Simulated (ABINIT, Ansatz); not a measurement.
Records of electronic-structure calculations.

```json
{"subject": "Quasiparticle gap of MgH2 (P4_2/mnm) in ABINIT", "lattice_ang": [[4.5168, 0.0, 0.0], [0.0, 4.5168, 0.0], [0.0, 0.0, 3.0205]], "atoms": [["Mg", 0.0, 0.0, 0.0], ["Mg", 0.5, 0.5, 0.5], ["H", 0.306, 0.306, 0.0], ["H", 0.194, 0.806, 0.5], ["H", 0.694, 0.694, 0.0], ["H", 0.806, 0.194, 0.5]], "method": "RPA screening on PBE, plane waves, norm-conserving pseudopotentials (and 2 further levels or steps)", "program": "ABINIT 10.8.3", "settings": "cutoff 38 Ha, PseudoDojo scalar-relativistic 0.4.1 standard, norm-conserving, ngkpt (4, 4, 4), nband 97, ecuteps 4.4 Ha, inclvkb 2, shiftk (0, 0, 0), symchi 1, awtr 1, frequency ppm, 4×4×4 k-mesh", "cost": "5 runs, 5.3 min in all on 4 MPI ranks of Arm Neoverse N1, shared host", "notes": "The program’s warnings: nkpt*nsppol () is not a multiple of nproc spkpt (). The cell and positions come from the Crystallography Open Database and are kept as given unless a step says otherwise. Local fields lower the RPA ε∞ on this mesh from 4.05 to 3.65; a Γ-centred mesh this coarse tends to raise both, most where the direct gap is narrow, while a short band sum lowers them. The 4×4×4 mesh is coarse for this cell, which bears on the long-range parts of exchange and screening.", "results": {"pbe_gap": "3.76 eV, indirect", "g0w0_gap_on_the_mesh": "5.87 eV", "g0w0_gap_over_the_zone_rigid_shift": "5.73 eV", "gw_settings": "4×4×4 mesh, 97 bands, screening to 119.7 eV, Godby-Needs plasmon pole", "known_limits": "short of the basis limit; coarse k mesh"}}
```

[Long decimals in the printed logs are rounded to 6 places.]

[Logs are printed without paths, hosts, clocks, repeated set-up lines and the standing remarks that a program may print on its own settings, such as how far it seeks lower states.]

[Paths, hosts, dates, memory and timing lines, banners, echoed tables and standing remarks are left out of the program output; an Ansatz launch command may be rebuilt from the run's recorded settings. Measured values are a selection of at most five: reports struck by readers or far from the other reports are left out. None is set beside runs whose start may be inverted or whose files or cutoffs have a known fault.]

[Runs of the session that timed out or met a known fault of the program may be left out.]

[Hosts, paths, dates, database ids (printed as entryN), source tags and the programs' standing remarks are cut or masked in the printed files.]

[G0W0 gaps are taken among the corrected bands and points alone; a level outside them can change the order at an edge.]

[Where Ansatz stands beside ABINIT at settings called matched, ABINIT's density can come from a denser mesh and the files from another edition; pairs whose starting gaps differed by over 0.03 eV were left out, so agreement reads better than it is.]
